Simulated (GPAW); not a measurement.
# Ballistic transport through an Al chain with one Cu atom in line, from relaxation to T(E), part 3 of 3

How well does an Al chain with one Cu atom in line conduct once its atoms have relaxed, and how much do cheaper levels lose?

GPAW 26.7.0; GPAW LCAO, PAW setups; relaxation of the junction within the symmetry of its start, lead ends held (the session's first sound run).

So far, transmission at the Fermi level (one spin): step 3 (double-zeta polarised basis, PBE, GPAW) 0.731; step 4 (GPAW, szp: basis = "szp(dzp)", PBE, GPAW) 0.718; step 5 (GPAW, sz: basis = "sz(dzp)", PBE, GPAW) 0.769; step 6 (revPBE in the dzp basis: xc = "revPBE") 0.715; step 7 (the structure as built: geometry = "as built", PBE, GPAW) 0.633. Also open channels of the lead at the Fermi level (one spin): 2 in steps 3, 4 and 6.

**9. Comparison**

The curves are compared point by point over the common energies.

This step: comparison of transmission and cost over codes, levels and geometry (GPAW 26.7.0).

Ladder, by row:

```
      step  code  T at the Fermi level (sum over the listed spins)  conductance (G0)  r.m.s. T(E) from the first  wall time (s)  peak memory (GiB)  threads
       dzp  GPAW                                            0.7314            0.7191                           0          87.73               1.17        1
       szp  GPAW                                            0.7182            0.7059                      0.1143          73.39               1.15        1
        sz  GPAW                                            0.7691            0.7578                      0.3332          56.36               1.04        1
dzp-revPBE  GPAW                                            0.7146            0.7022                     0.03803          80.42               1.17        1
   asbuilt  GPAW                                            0.6334            0.6215                      0.1907           81.4               1.17        1
```

The transmission, zone mean, sum over the listed spins by energy, zero at the Fermi level:

```
energy (eV)      dzp      szp       sz  dzp-revPBE  asbuilt
     -2.000   0.0447    0.213    0.284      0.0118    0.135
     -1.800    0.641    0.721    0.973       0.554    0.175
     -1.775    0.712    0.773    0.995       0.633    0.265
     -1.600    0.990    0.996   6.0e-9       0.977    0.883
     -1.575    0.998    0.997   3.7e-9       0.993    0.933
     -1.550    0.997    0.985   2.5e-9       0.998    0.969
     -1.400    0.737    0.265  7.8e-10       0.756    0.841
     -1.200   1.3e-8   3.9e-9   2.1e-6      1.2e-8   1.3e-8
     -1.000   3.3e-9   2.1e-8  4.7e-11      2.6e-9   2.1e-9
     -0.800  7.9e-10  1.4e-10  6.5e-12     8.1e-10   1.9e-9
     -0.600  3.1e-11  1.4e-11  2.3e-12     2.8e-11  3.9e-11
     -0.400   1.8e-8  4.2e-11   0.0126      1.6e-8   1.2e-8
     -0.200    0.336    0.322    0.420       0.326    0.298
      0.000    0.731    0.718    0.769       0.715    0.633
      0.200    0.764    0.729    0.749       0.742    0.619
      0.400    0.725    0.670    0.662       0.705    0.551
      0.600    0.753    0.680    0.633       0.734    0.551
      0.800    0.825    0.769    0.768       0.806    0.599
      1.000    0.975    0.984    0.922       0.896    0.722
      1.200     1.21     1.16     1.05        1.15    0.935
      1.400     1.40     1.30     1.14        1.35     1.13
      1.600     1.56     1.41     1.21        1.51     1.30
      1.800     1.67     1.49     1.26        1.63     1.44
      2.000     1.74     1.54     1.28        1.71     1.56
```

**10. Other settings**

One more run, with changed settings.

This step: GPAW LCAO, PAW setups; Landauer transmission from Green's functions with principal layers (ASE), zero bias (GPAW 26.7.0).

The input, run.py:

```python
import json
import numpy as np
from ase import Atoms
from ase.transport.calculators import TransportCalculator
from gpaw import GPAW, FermiDirac
from gpaw.lcao.tools import get_lcao_hamiltonian
from scipy.linalg import eigh

# The junction with lead layers at both ends, along the third cell vector
device = Atoms(
    ['Al', 'Al', 'Al', 'Al', 'Al', 'Al', 'Al', 'Cu', 'Al', 'Al', 'Al', 'Al', 'Al', 'Al', 'Al'],
    positions=[
        [4.50000, 4.50000, 1.20000],
        [4.50000, 4.50000, 3.60000],
        [4.50000, 4.50000, 6.00000],
        [4.50000, 4.50000, 8.40000],
        [4.50000, 4.50000, 10.80000],
        [4.50000, 4.50000, 13.20000],
        [4.50000, 4.50000, 15.64339],
        [4.50000, 4.50000, 17.92390],
        [4.50000, 4.50000, 20.20441],
        [4.50000, 4.50000, 22.64780],
        [4.50000, 4.50000, 25.04780],
        [4.50000, 4.50000, 27.44780],
        [4.50000, 4.50000, 29.84780],
        [4.50000, 4.50000, 32.24780],
        [4.50000, 4.50000, 34.64780]],
    cell=[[9.0, 0.0, 0.0], [0.0, 9.0, 0.0], [0.0, 0.0, 35.8478]],
    pbc=True)

# One principal layer of the lead: the first 2 atoms of the device
lead = Atoms(
    ['Al', 'Al'],
    positions=[
        [4.50000, 4.50000, 1.20000],
        [4.50000, 4.50000, 3.60000]],
    cell=[[9.0, 0.0, 0.0], [0.0, 9.0, 0.0], [0.0, 0.0, 4.8]],
    pbc=True)

settings = dict(mode='lcao', basis='dzp', xc='PBE', h=0.2,
                occupations=FermiDirac(0.1), maxiter=100,
                mixer=dict(beta=0.1, nmaxold=8, weight=100.0),
                convergence=dict(density=0.0001))
energies = np.arange(-2, 2 + 1e-9, 0.025)
eta = 0.0001
n1, n2 = 1, 1
# k and -k transmit alike, so half of the mesh across the current serves
mesh = [(i, j) for i in range(n1) for j in range(n2) if (i, j) <= (-i % n1, -j % n2)]
weights = np.array([1 if (i, j) == (-i % n1, -j % n2) else 2 for i, j in mesh]) / (n1 * n2)


def ground_state(atoms, size, txt):
    atoms.calc = GPAW(kpts={'size': size, 'gamma': True}, symmetry={'tolerance': 1e-3}, txt=txt, **settings)
    atoms.get_potential_energy()
    return atoms.calc.get_fermi_level()


def blocks(atoms, fermi, points, nz, cells):
    """H - E_F S and S between cell 0 and the cells above it, at each point across the current."""
    kz = np.arange(nz) / nz
    calc = atoms.calc.fixed_density(kpts=[(*k, z) for k in points for z in kz], symmetry='off', txt=None)
    H, S = get_lcao_hamiltonian(calc)
    H = (H - fermi * S).reshape(len(H), len(points), nz, *S.shape[1:])
    S = S.reshape(H.shape[1:])
    phases = [np.exp(-2j * np.pi * kz * R) / nz for R in cells]
    return [(np.einsum('skzij,z->ksij', H, p), np.einsum('kzij,z->kij', S, p)) for p in phases]


def pair(a, b):
    return np.block([[a, b], [b.T.conj(), a]])


def count_channels(h, s, cells, nk=240):
    """Half the number of times that the lead's bands cross each energy, unfolded to its shortest repeat."""
    b = len(h) // cells
    bands = []
    for k in (np.arange(nk + 1) + 0.5) / nk:
        hk, sk = h[:b, :b].copy(), s[:b, :b].copy()
        for R in range(1, cells):
            phase, block = np.exp(2j * np.pi * k * R), slice(R * b, (R + 1) * b)
            hk += h[:b, block] * phase + (h[:b, block] * phase).T.conj()
            sk += s[:b, block] * phase + (s[:b, block] * phase).T.conj()
        w, u = eigh(sk)
        x = u[:, w > 1e-5] / w[w > 1e-5]**0.5  # drop near-dependent combinations
        bands.append(np.r_[eigh(x.T.conj() @ hk @ x, eigvals_only=True), [1e9] * (w <= 1e-5).sum()])
    below = np.array(bands)[:, :, None] < energies
    return (below[1:] != below[:-1]).sum((0, 1)) / 2


fermi_lead = ground_state(lead, (1, 1, 12), 'lead.txt')
fermi_device = ground_state(device, (1, 1, 2), 'device.txt')
T, channels, eigen, tail, misfit, shifts = [], [], [], 0.0, 0.0, []
for first in range(0, len(mesh), 493):
    points = [(i / n1, j / n2) for i, j in mesh[first:first + 493]]
    (H0k, S0k), (H1k, S1k), (H2k, _) = blocks(lead, fermi_lead, points, 5, range(3))
    [(Hk, Sk)] = blocks(device, fermi_device, points, 2, [0])
    tail = max(tail, abs(H2k).max())
    for H0, S0, H1, S1, H, S in zip(H0k, S0k, H1k, S1k, Hk, Sk):
        n = len(S0)
        # Shift the lead onto the potential of the device's first layer
        shift = ((H[:, 0, 0] - H0[:, 0, 0]) / S0[0, 0]).real.mean()
        shifts.append(shift)
        misfit = max(misfit, abs(H[:, :n, :n] - H0 - shift * S0).max())
        Tk, Ck, Ek = [], [], []
        for s in range(len(H)):
            t = s % len(H0)  # a lead without moments serves both spins
            h1, s1 = pair(H0[t] + shift * S0, H1[t] + shift * S1), pair(S0, S1)
            leads = dict(h1=h1, s1=s1, energies=energies, eta=eta, eta1=eta, eta2=eta)
            calc = TransportCalculator(h=H[s], s=S, eigenchannels=3, **leads)
            Tk.append(calc.get_transmission())
            Ek.append(np.sort(calc.eigenchannels_ne, axis=0)[::-1])
            Ck.append(count_channels(h1, s1, 4))
        T.append(Tk)
        channels.append(Ck)
        eigen.append(Ek)
T, channels = np.array(T), np.array(channels)
mean, open_channels = np.einsum('kse,k->se', T, weights), np.einsum('kse,k->se', channels, weights)

print(f'basis functions: device {len(S)}, principal layer {n}')
print(f'Fermi level: lead {fermi_lead:.4f} eV, device {fermi_device:.4f} eV; lead shifted by {np.mean(shifts):.4f} eV')
print(f'largest coupling past the next layer {tail:.2e} eV, largest misfit of the first layer {misfit:.3f} eV')
print('  E-E_F (eV)   ' + 'T (one spin)  channels')
for e, t, c in zip(energies, mean.T, open_channels.T):
    print(f'{e:10.3f}  ', *[f'{x:11.4e}' for x in t], *[f'{x:9.4f}' for x in c])

kT = 8.617333e-5 * 300
fine = np.linspace(energies[0], energies[-1], 4001)
both = np.exp(np.interp(fine, energies, np.log(np.maximum(mean.sum(0) * 2 / len(mean), 1e-30))))
fermi = lambda mu: 1 / (1 + np.exp(np.clip((fine - mu) / kT, -200, 200)))
slope = fermi(0) * (1 - fermi(0)) / kT
G = np.trapezoid(both * slope, fine) / 2
seebeck = -np.trapezoid(both * slope * fine, fine) / (2 * G * 300) * 1e6
print(f'conductance at 300 K: {G:.5g} G0 a cell; thermopower {seebeck:.4g} uV/K')
bias = [0.1, 0.2, 0.5, 1.0, 1.5, 2.0]
current = [38.74 * np.trapezoid(both * (fermi(V / 2) - fermi(-V / 2)), fine) for V in bias]
for V, I in zip(bias, current):
    print(f'current from the zero-bias T(E) at {V} V: {I:.5g} uA')
zero = abs(energies).argmin()
json.dump(dict(energies=energies.tolist(), T=mean.tolist(), channels=open_channels.tolist(), G=G, seebeck=seebeck,
               bias=bias, current=current, tail=tail, misfit=misfit, shift=np.mean(shifts), n_device=len(S), n_lead=n,
               fermi=[fermi_lead, fermi_device], energy=device.get_potential_energy(),
               moments=device.get_magnetic_moments().tolist(), mesh=mesh, weights=weights.tolist(),
               T_k=T[:, :, zero].tolist(), eigen=np.array(eigen[0]).tolist()), open('result.json', 'w'))
```

Started as:

```
$ OMP_NUM_THREADS=1 OPENBLAS_NUM_THREADS=1 python run.py
```

Output:

```text
basis functions: device 197, principal layer 26
Fermi level: lead -3.1266 eV, device -3.0513 eV; lead shifted by 0.0032 eV
largest coupling past the next layer 8.71e-02 eV, largest misfit of the first layer 0.008 eV
  E-E_F (eV)   T (one spin)  channels
    -2.000    4.4576e-07    1.0000
    -1.975    5.1531e-07    1.0000
    -1.950    3.7194e-02    1.0000
    -1.925    1.2398e-01    1.0000
    -1.900    2.2375e-01    1.0000
    -1.875    3.2937e-01    1.0000
    -1.850    4.3456e-01    1.0000
    -1.825    5.3459e-01    1.0000
    -1.800    6.2633e-01    1.0000
    -1.775    7.0806e-01    1.0000
    -1.750    7.7907e-01    1.0000
    -1.725    8.3935e-01    1.0000
    -1.700    8.8923e-01    1.0000
    -1.675    9.2922e-01    1.0000
    -1.650    9.5980e-01    1.0000
    -1.625    9.8141e-01    1.0000
[...]
1.825    1.6715e+00    3.0000
     1.850    1.6810e+00    3.0000
     1.875    1.6902e+00    3.0000
     1.900    1.6989e+00    3.0000
     1.925    1.7072e+00    3.0000
     1.950    1.7152e+00    3.0000
     1.975    1.7229e+00    3.0000
     2.000    1.7302e+00    3.0000
conductance at 300 K: 0.72317 G0 a cell; thermopower -10.15 uV/K
current from the zero-bias T(E) at 0.1 V: 5.5676 uA
current from the zero-bias T(E) at 0.2 V: 10.93 uA
current from the zero-bias T(E) at 0.5 V: 24.406 uA
current from the zero-bias T(E) at 1.0 V: 39.635 uA
current from the zero-bias T(E) at 1.5 V: 54.518 uA
current from the zero-bias T(E) at 2.0 V: 71.757 uA
```

Run time: 80 s. Hardware: 1 thread of Intel Xeon Platinum 8375C at 2.90GHz (Ice Lake), shared host; peak memory 1.1 GiB.

The run finished. A setting was moved off its sound value on purpose, so it serves as a test and not as the result.

The fault put into the input: a principal layer shorter than the orbitals' reach (n_lead = 2 and period = 4.8).

The two runs compared:

```
                                           quantity   this run  sound run  difference
                                   conductance (G₀)    0.72317    0.71907     0.00410
                                 thermopower (μV/K)    -10.154    -9.9532      -0.201
largest coupling past the next principal layer (eV)   0.087053  1.490e-15      0.0871
   largest misfit of the first principal layer (eV)  0.0080325   0.016251    -0.00822
                    shift that aligns the lead (eV)  0.0032274  0.0040510     -8.2e-4
               basis functions of a principal layer         26         52         -26
         transmission at the Fermi level (one spin)    0.73632    0.73140     0.00492
```

One result that differs is the largest coupling past the next principal layer, 0.0871 eV against 1.5e-15 eV.

**11. Results**

```
conductance                                        : 0.719 G₀
transmission at the Fermi level, mean of the spins : 0.731
thermopower                                        : -9.95 μV/K
open channels of the lead there                    : 2
```

In the dzp basis the junction conducts 0.719 G₀ at 300 K, with T = 0.731 a spin at the Fermi level; the sz basis reaches that conductance within 10 %. Relaxation moved atoms by up to 0.043 Å and took the conductance from 0.621 to 0.719 G₀, as a ratio a larger change than the step from dzp to the minimal basis. The scatterer reflects about 63 % of the incoming channels at the Fermi level. At the Fermi level two eigenchannels carry the current (0.37 and 0.37). The negative thermopower says that the thermally weighted transmission is larger above the Fermi level, as for electron-like transport. Measured against the first run (dzp), the nearest curve is that of dzp-revPBE (r.m.s. 0.038) and the farthest that of sz (0.33). Over the compared runs wall time goes from 56 s (sz) to 88 s (dzp), on a shared host. The leads kept an estimated spacing and the cell its length, so the junction may be under some tension or compression. The geometry comes from the orbital basis, which tends to overbind, and kept the symmetry of the start, so a structure of lower symmetry may lie lower. The run had no spin polarisation, so a magnetic state, which chains and small molecules with open shells often have, wasn't tested. An evenly spaced straight chain is an idealisation: free chains tend to dimerise, zigzag or, where a band edge lies near the Fermi level, turn magnetic. The currents use the zero-bias T(E) throughout, which holds only while the bias is small against the distance to the nearest feature.

[Logs are printed without paths, hosts, clocks, repeated set-up lines and the standing remarks that a program may print on its own settings, such as how far it seeks lower states.]

[Hosts, paths, dates, database ids (printed as entryN), source tags and the programs' standing remarks are cut or masked in the printed files.]
